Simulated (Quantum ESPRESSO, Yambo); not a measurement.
Planning a run of Yambo 5.3.0 on CdF2 (Fm-3m). The input:

```
HF_and_locXC
gw0
dyson
ppa
em1d
rim_cut
RandQpts= 1000000
RandGvec= 1 RL
EXXRLvcs= 94 Ry
VXCRLvcs= 376 Ry
Chimod= "HARTREE"
% BndsRnXp
 1 | 180 |
%
NGsBlkXp= 339 RL
% LongDrXp
 1 | 1 | 1 |
%
% GbndRnge
 1 | 180 |
%
DysSolver= "n"
ExtendOut
PPAPntXp= 27.21138 eV
% QPkrange
 8 | 8 | 16 | 19 |
 1 | 1 | 16 | 19 |
%
```

```sh
OMP_NUM_THREADS=1 mpirun -n 8 yambo -F gw5.in -J gw5 -C gw5 > gw5.log
```

The stored states that it reads are on a 4×4×4 mesh. It takes space group Fm-3m (No. 225, cubic). Conventional cell: a = 5.496 Å, b = 5.496 Å, c = 5.496 Å, α = 90.00°, β = 90.00°, γ = 90.00°. Cd has 8 F at 2.38 Å nearest. Nearest to F lie 4 Cd at 2.38 Å. Farther neighbours and most contacts between anions are not listed.

Q: How long will it take on 8 MPI ranks of Arm Neoverse V2, shared host, and how much memory?

It took 2.3 min; on shared hardware allow 68 s to 4.5 min. Peak host memory was 3.7 GiB.

The screening grows as filled bands × empty bands × pairs of k points, times the square of the screening basis for the matrix.

[Paths, hosts, dates, memory and timing lines, banners, echoed tables and standing remarks are left out of the program output.]

[Logs are printed without paths, hosts, clocks, repeated set-up lines and the standing remarks that a program may print on its own settings, such as how far it seeks lower states.]

[Runs of the session that timed out or met a known fault of the program may be left out.]

[Hosts, paths, dates, database ids (printed as entryN), source tags and the programs' standing remarks are cut or masked in the printed files.]
